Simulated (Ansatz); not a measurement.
An input for Ansatz 0.2.0 (GeSb4Te7 (P-3m1)):

```yaml
crystal:
  lattice:
    - [4.2893002584, 0.0, 0.0]
    - [-2.1446501292, 3.7146429882, 0.0]
    - [0.0, 0.0, 24.63777845]
  atoms:
    - { symbol: Ge, position: [0.0, 0.0, 0.5] }
    - { symbol: Sb, position: [0.66666667, 0.33333333, 0.91889862] }
    - { symbol: Sb, position: [0.33333333, 0.66666667, 0.3497515] }
    - { symbol: Sb, position: [0.33333333, 0.66666667, 0.08110138] }
    - { symbol: Sb, position: [0.66666667, 0.33333333, 0.6502485] }
    - { symbol: Te, position: [0.33333333, 0.66666667, 0.84973187] }
    - { symbol: Te, position: [0.66666667, 0.33333333, 0.15026813] }
    - { symbol: Te, position: [0.0, 0.0, 0.71897829] }
    - { symbol: Te, position: [0.66666667, 0.33333333, 0.4313943] }
    - { symbol: Te, position: [0.33333333, 0.66666667, 0.5686057] }
    - { symbol: Te, position: [0.0, 0.0, 0.0] }
    - { symbol: Te, position: [0.0, 0.0, 0.28102171] }
kpoints:
  mp_grid: { grid: [3, 3, 1] }
hamiltonian:
  xc: pbe
  pseudopotentials: { kind: paw, source: ansatz }
scf:
  occupations: { method: fixed }
gw:
  n_empty_bands: 1028
  ecut_chi: 110.0
  qp_bands: [v6, c3]
  qp_kpoints: [[0, 0, 0]]
  screening: { model: contour_deformation }
```

```sh
ansatz run input.yaml --threads 2 --pin off --max-ram 92160MiB --backend cuda --events-out ev --progress --plain --runs-dir out --devices 1 --max-vram 13GiB
```

Estimate wall time and host memory on 1 × NVIDIA H100 80GB HBM3 (shared by 6 runs) with 2 threads of AMD EPYC 7R13 (Zen 3), shared host.

It took 39 s; on shared hardware allow 19 s to 77 s. Peak host memory was 3.4 GiB. The sizes that set the cost: 20833 plane waves a state, 3 irreducible k points, 1133 bands summed, 1039 plane waves in the screening and 13 SCF cycles.

The screening grows as filled bands × empty bands × pairs of k points, times the square of the screening basis for the matrix.

[Paths, hosts, dates, memory and timing lines, banners, echoed tables and standing remarks are left out of the program output.]

[Logs are printed without paths, hosts, clocks, repeated set-up lines and the standing remarks that a program may print on its own settings, such as how far it seeks lower states.]

[Runs of the session that timed out or met a known fault of the program may be left out.]

[Cells called generated may have been cut or substituted from an entry of the Crystallography Open Database or the Materials Project.]

[Hosts, paths, dates, database ids (printed as entryN), source tags and the programs' standing remarks are cut or masked in the printed files.]
